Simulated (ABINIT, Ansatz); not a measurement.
**Lattice dynamics of Nb (Im-3m) in two programs**

Aim: the phonon dispersion of Nb (Im-3m), checked by a second program.

Method: DFT LDA, scalar-relativistic, plane waves, PseudoDojo norm-conserving pseudopotentials, in ABINIT 10.8.3.

## 1. Set-up

The structure is cubic, space group Im-3m (No. 229). The conventional cell has a = 3.301 Å, b = 3.301 Å, c = 3.301 Å, α = 90.00°, β = 90.00°, γ = 90.00°. Nb has 8 Nb at 2.86 Å nearest.

## 2. A first look

A first run with smearing and empty bands tells whether the crystal has a gap, which decides between fixed occupations and smearing later on.

probe.abi reads:

```
# ground state
tolvrs 1.0d-08
prtden 1
prtwf 1

# basis, mesh and filling
ecut 37.0
ngkpt 8 8 8
nshiftk 1
shiftk 0.0 0.0 0.0
istwfk *1
occopt 7
tsmear 0.005
nband 12
nstep 100
diemac 9.0
prtebands 0
prtgsr 0
useylm 1

# cell and atoms
acell 3*1.0 Angstrom
rprim 
    -1.650605 1.650605 1.650605
    1.650605 -1.650605 1.650605
    1.650605 1.650605 -1.650605
ntypat 1
znucl 41
natom 1
typat 1
xred 
    0.0 0.0 0.0
pp_dirpath "./pseudo"
pseudos "Nb.upf"
```

Command:

```console
OMP_NUM_THREADS=1 mpirun -n 4 abinit probe.abi > probe.log
```

Numbers of over 12 decimals in the logs are rounded to 6 here.

probe.abo, the main output file:

```text
[banners, grids, parts of the stress and lines that vanish by symmetry left out]
- input  file    -> probe.abi
- output file    -> probe.abo
- root for input  files -> probei
[...]
Symmetries : space group Im -3 m (#229); Bravais cI (body-center cubic)
[...]
mpw =        1316          nfft =       27000          nkpt =          29
[...]
== DATASET  1 ==================================================================
[...]
cutoff_energies: {ecut:  37.0, pawecutdg:  -1.0, }
[...]
ETOT  1  -62.311892769312    -6.231E+01 7.876E-02 7.243E+01
 ETOT  2  -62.343765864099    -3.187E-02 3.961E-03 1.213E+01
 ETOT  3  -62.346498964089    -2.733E-03 1.646E-03 3.480E-03
 ETOT  4  -62.346500251473    -1.287E-06 4.836E-04 3.182E-05
 ETOT  5  -62.346500257584    -6.112E-09 4.407E-04 1.375E-07
 ETOT  6  -62.346500257614    -2.931E-11 1.217E-04 9.058E-11
 At SCF step    6       vres2   =  9.06E-11 < tolvrs=  1.00E-08 =>converged.
[...]
sigma(1 1)=  2.87917618E-04  sigma(3 2)=  0.00000000E+00
  sigma(2 2)=  2.87917618E-04  sigma(3 1)=  0.00000000E+00
  sigma(3 3)=  2.87917618E-04  sigma(2 1)=  0.00000000E+00
[...]
convergence: {deltae: -2.931E-11, res2:  9.058E-11, residm:  1.217E-04, diffor: null, }
etotal    :  -6.23465003E+01
[...]
sigma(1 1)=  2.87917618E-04  sigma(3 2)=  0.00000000E+00
  sigma(2 2)=  2.87917618E-04  sigma(3 1)=  0.00000000E+00
  sigma(3 3)=  2.87917618E-04  sigma(2 1)=  0.00000000E+00
[...]
- sigma(1 1)=  8.47082879E+00  sigma(3 2)=  0.00000000E+00
- sigma(2 2)=  8.47082879E+00  sigma(3 1)=  0.00000000E+00
- sigma(3 3)=  8.47082879E+00  sigma(2 1)=  0.00000000E+00
[...]
fcart     -0.0000000000E+00 -0.0000000000E+00 -0.0000000000E+00
           strten      2.8791761849E-04  2.8791761849E-04  2.8791761849E-04
================================================================================

[key lines of the parts left out:]
pressure_GPa:  -8.4708E+00
```

Elapsed: 3.6 s, on 4 MPI ranks of Arm Neoverse V2, shared host.

Read from the output:

```yaml
volume_per_atom: 17.99 Å³
pressure: -8.471 GPa
gap_on_the_k_mesh: 0 eV
```

No gap opens on this mesh, so smearing is kept; the printed pressure holds the stress of the finite basis too.

## 3. Relaxing the cell and atoms

The harmonic expansion needs vanishing forces, and a free crystal bears no stress, so cell and atoms are brought to rest. Stress is more sensitive to the basis than forces are: the last 3 Ha under the cutoff are smoothed with ecutsm, and the cutoff is raised above that of the later runs.

relax.abi reads:

```
# relaxation
ionmov 2
optcell 2
dilatmx 1.08
ntime 40
tolmxf 1.0d-05
tolvrs 1.0d-14
prtwf 0
prtden 0
chksymtnons 0

# basis, mesh and filling
ecut 46.0
ecutsm 3.0
ngkpt 16 16 16
nshiftk 1
shiftk 0.0 0.0 0.0
istwfk *1
occopt 7
tsmear 0.01
nband 12
nstep 100
diemac 1000000.0
prtebands 0
prtgsr 0
useylm 1

# cell and atoms
acell 3*1.0 Angstrom
rprim 
    -1.650605 1.650605 1.650605
    1.650605 -1.650605 1.650605
    1.650605 1.650605 -1.650605
ntypat 1
znucl 41
natom 1
typat 1
xred 
    0.0 0.0 0.0
pp_dirpath "./pseudo"
pseudos "Nb.upf"
```

Command:

```console
OMP_NUM_THREADS=1 mpirun -n 4 abinit relax.abi > relax.log
```

relax.abo, the main output file:

```text
[banners, grids, parts of the stress and lines that vanish by symmetry left out]
- input  file    -> relax.abi
- output file    -> relax.abo
- root for input  files -> relaxi
[...]
Symmetries : space group Im -3 m (#229); Bravais cI (body-center cubic)
[...]
mpw =        2316          nfft =       46656          nkpt =         145
[...]
== DATASET  1 ==================================================================
[...]
cutoff_energies: {ecut:  46.0, pawecutdg:  -1.0, }
[...]
ETOT  1  -62.311777188582    -6.231E+01 1.927E-01 1.223E+02
 ETOT  2  -62.344526120893    -3.275E-02 1.040E-01 1.565E+01
 ETOT  3  -62.346585978564    -2.060E-03 4.873E-03 4.148E-03
 ETOT  4  -62.346587305703    -1.327E-06 2.255E-03 7.120E-05
 ETOT  5  -62.346587313351    -7.648E-09 8.143E-04 2.986E-07
[...]
At SCF step    8       vres2   =  5.85E-15 < tolvrs=  1.00E-14 =>converged.
[...]
sigma(1 1)=  2.82740772E-04  sigma(3 2)=  0.00000000E+00
  sigma(2 2)=  2.82740772E-04  sigma(3 1)=  0.00000000E+00
  sigma(3 3)=  2.82740772E-04  sigma(2 1)=  0.00000000E+00
[...]
convergence: {deltae: -1.300E-12, res2:  5.854E-15, residm:  1.762E-04, diffor: null, }
etotal    :  -6.23465873E+01
[...]
ETOT  1  -62.345468127852    -6.235E+01 2.318E-01 1.490E+01
[...]
At SCF step    8       vres2   =  6.22E-17 < tolvrs=  1.00E-14 =>converged.
[...]
sigma(1 1)=  1.37486813E-04  sigma(3 2)=  0.00000000E+00
  sigma(2 2)=  1.37486813E-04  sigma(3 1)=  0.00000000E+00
  sigma(3 3)=  1.37486813E-04  sigma(2 1)=  0.00000000E+00
[...]
convergence: {deltae: -6.466E-13, res2:  6.220E-17, residm:  7.960E-04, diffor: null, }
etotal    :  -6.23472356E+01
[...]
ETOT  1  -62.346056005317    -6.235E+01 1.845E+01 1.169E+01
[...]
At SCF step    8       vres2   =  4.39E-17 < tolvrs=  1.00E-14 =>converged.
[...]
sigma(1 1)= -7.81283359E-06  sigma(3 2)=  0.00000000E+00
  sigma(2 2)= -7.81283359E-06  sigma(3 1)=  0.00000000E+00
  sigma(3 3)= -7.81283359E-06  sigma(2 1)=  0.00000000E+00
[...]
convergence: {deltae: -2.842E-14, res2:  4.393E-17, residm:  2.482E-05, diffor: null, }
etotal    :  -6.23474154E+01
[...]
ETOT  1  -62.347412204967    -6.235E+01 1.951E-05 3.237E-02
[...]
At SCF step    7       vres2   =  1.92E-16 < tolvrs=  1.00E-14 =>converged.
[...]
sigma(1 1)=  1.88735758E-07  sigma(3 2)=  0.00000000E+00
  sigma(2 2)=  1.88735758E-07  sigma(3 1)=  0.00000000E+00
  sigma(3 3)=  1.88735758E-07  sigma(2 1)=  0.00000000E+00
[...]
convergence: {deltae:  4.974E-13, res2:  1.921E-16, residm:  2.368E-06, diffor: null, }
etotal    :  -6.23474159E+01
[...]
ETOT  1  -62.347415944372    -6.235E+01 1.811E-06 1.805E-05
[...]
ETOT  5  -62.347415946459     2.288E-12 2.816E-06 3.709E-14
 ETOT  6  -62.347415946460    -8.527E-13 1.542E-06 5.582E-17
 At SCF step    6       vres2   =  5.58E-17 < tolvrs=  1.00E-14 =>converged.
[...]
sigma(1 1)=  2.46212665E-10  sigma(3 2)=  0.00000000E+00
  sigma(2 2)=  2.46212667E-10  sigma(3 1)=  0.00000000E+00
  sigma(3 3)=  2.46212667E-10  sigma(2 1)=  0.00000000E+00
[...]
convergence: {deltae: -8.527E-13, res2:  5.582E-17, residm:  1.542E-06, diffor: null, }
etotal    :  -6.23474159E+01
[...]
At Broyd/MD step   5, gradients are converged :
[...]
sigma(1 1)=  2.46212665E-10  sigma(3 2)=  0.00000000E+00
  sigma(2 2)=  2.46212667E-10  sigma(3 1)=  0.00000000E+00
  sigma(3 3)=  2.46212667E-10  sigma(2 1)=  0.00000000E+00
[...]
- sigma(1 1)=  7.24382669E-06  sigma(3 2)=  0.00000000E+00
- sigma(2 2)=  7.24382674E-06  sigma(3 1)=  0.00000000E+00
- sigma(3 3)=  7.24382674E-06  sigma(2 1)=  0.00000000E+00
[...]
fcart     -0.0000000000E+00 -0.0000000000E+00 -0.0000000000E+00
           strten      2.4621266484E-10  2.4621266657E-10  2.4621266657E-10
================================================================================

[key lines of the parts left out:]
pressure_GPa:  -7.2438E-06
Total energy (etotal) [Ha]= -6.23474159464598E+01
```

Run time: 85 s. Hardware: 4 MPI ranks; 5.7 min of CPU time.

The steps of the relaxation:

```tsv
step	energy less that of the first step (eV)	largest force (eV/Å)	volume (Å³)
1	0.0000	0.0000	17.99
2	-0.0176	0.0000	17.53
3	-0.0225	0.0000	17.13
4	-0.0225	0.0000	17.15
5	-0.0225	0.0000	17.15
```

```tsv
conventional cell, symmetrised	before	after	change
a (Å)	3.301	3.249	-1.6 %
b (Å)	3.301	3.249	-1.6 %
c (Å)	3.301	3.249	-1.6 %
volume (Å³/atom)	17.99	17.15	-4.6 %
```

Final coordinates:

```xyz
1
Lattice="-1.6246 1.6246 1.6246 1.6246 -1.6246 1.6246 1.6246 1.6246 -1.6246" Properties=species:S:1:pos:R:3 pbc="T T T"
Nb    0.0000    0.0000    0.0000
```

This step gave:

```yaml
volume_per_atom: 17.15 Å³
pressure: -7.24e-6 GPa
```

The volume changes by -4.6 % in this run and stands -4.6 % from the first cell.

## 4. Self-consistent run for the response

First-order wavefunctions inherit every error of the ground state, hence the very tight tolvrs. Smearing stays on, as the first look found no gap above 0.3 eV.

gs.abi reads:

```
# ground state
tolvrs 1.0d-16
prtden 1
prtwf 1

# basis, mesh and filling
ecut 37.0
ngkpt 16 16 16
nshiftk 1
shiftk 0.0 0.0 0.0
istwfk *1
occopt 7
tsmear 0.01
nband 12
nstep 100
diemac 1000000.0
prtebands 0
prtgsr 0
useylm 1

# cell and atoms
acell 3*1.0 Angstrom
rprim 
    -1.624635715 1.624635715 1.624635715
    1.624635715 -1.624635715 1.624635715
    1.624635715 1.624635715 -1.624635715
ntypat 1
znucl 41
natom 1
typat 1
xred 
    0.0 0.0 0.0
pp_dirpath "./pseudo"
pseudos "Nb.upf"
```

Command:

```console
OMP_NUM_THREADS=1 mpirun -n 4 abinit gs.abi > gs.log
```

gs.abo, the main output file:

```text
[banners, grids, parts of the stress and lines that vanish by symmetry left out]
- input  file    -> gs.abi
- output file    -> gs.abo
- root for input  files -> gsi
[...]
Symmetries : space group Im -3 m (#229); Bravais cI (body-center cubic)
[...]
mpw =        1264          nfft =       27000          nkpt =         145
[...]
== DATASET  1 ==================================================================
[...]
cutoff_energies: {ecut:  37.0, pawecutdg:  -1.0, }
[...]
ETOT  1  -62.315653981046    -6.232E+01 1.966E-01 6.580E+01
 ETOT  2  -62.345421710878    -2.977E-02 4.707E-02 8.350E+00
 ETOT  3  -62.347250902997    -1.829E-03 9.002E-03 8.318E-04
 ETOT  4  -62.347252072633    -1.170E-06 3.983E-02 3.841E-05
 ETOT  5  -62.347252079669    -7.036E-09 4.093E-03 1.283E-07
 ETOT  6  -62.347252079697    -2.751E-11 6.014E-04 1.423E-10
 ETOT  7  -62.347252079697    -2.842E-14 3.533E-04 1.104E-12
 ETOT  8  -62.347252079696     1.023E-12 5.000E-04 5.420E-15
 ETOT  9  -62.347252079696    -4.619E-13 3.677E-04 3.847E-19
 At SCF step    9       vres2   =  3.85E-19 < tolvrs=  1.00E-16 =>converged.
[...]
sigma(1 1)=  2.06454372E-05  sigma(3 2)=  0.00000000E+00
  sigma(2 2)=  2.06454372E-05  sigma(3 1)=  0.00000000E+00
  sigma(3 3)=  2.06454372E-05  sigma(2 1)=  0.00000000E+00
[...]
convergence: {deltae: -4.619E-13, res2:  3.847E-19, residm:  3.677E-04, diffor: null, }
etotal    :  -6.23472521E+01
[...]
sigma(1 1)=  2.06454372E-05  sigma(3 2)=  0.00000000E+00
  sigma(2 2)=  2.06454372E-05  sigma(3 1)=  0.00000000E+00
  sigma(3 3)=  2.06454372E-05  sigma(2 1)=  0.00000000E+00
[...]
- sigma(1 1)=  6.07409734E-01  sigma(3 2)=  0.00000000E+00
- sigma(2 2)=  6.07409734E-01  sigma(3 1)=  0.00000000E+00
- sigma(3 3)=  6.07409734E-01  sigma(2 1)=  0.00000000E+00
[...]
fcart     -0.0000000000E+00 -0.0000000000E+00 -0.0000000000E+00
           strten      2.0645437218E-05  2.0645437218E-05  2.0645437218E-05
================================================================================

[key lines of the parts left out:]
pressure_GPa:  -6.0741E-01
```

It took 14 s on 4 MPI ranks; 56 s of CPU time.

Read from the output:

```
pressure : -0.6074 GPa
```

The cell stands at -0.61 GPa: the relaxation ran with a smoothed and higher cutoff, and the difference is a stress of the finite basis.

(Continued in part 2 of 4.)

[Host names and launcher messages were left out of these logs when they were recorded.]

[Logs are printed without paths, hosts, clocks, repeated set-up lines and the standing remarks that a program may print on its own settings, such as how far it seeks lower states.]

[Hosts, paths, dates, database ids (printed as entryN), source tags and the programs' standing remarks are cut or masked in the printed files.]
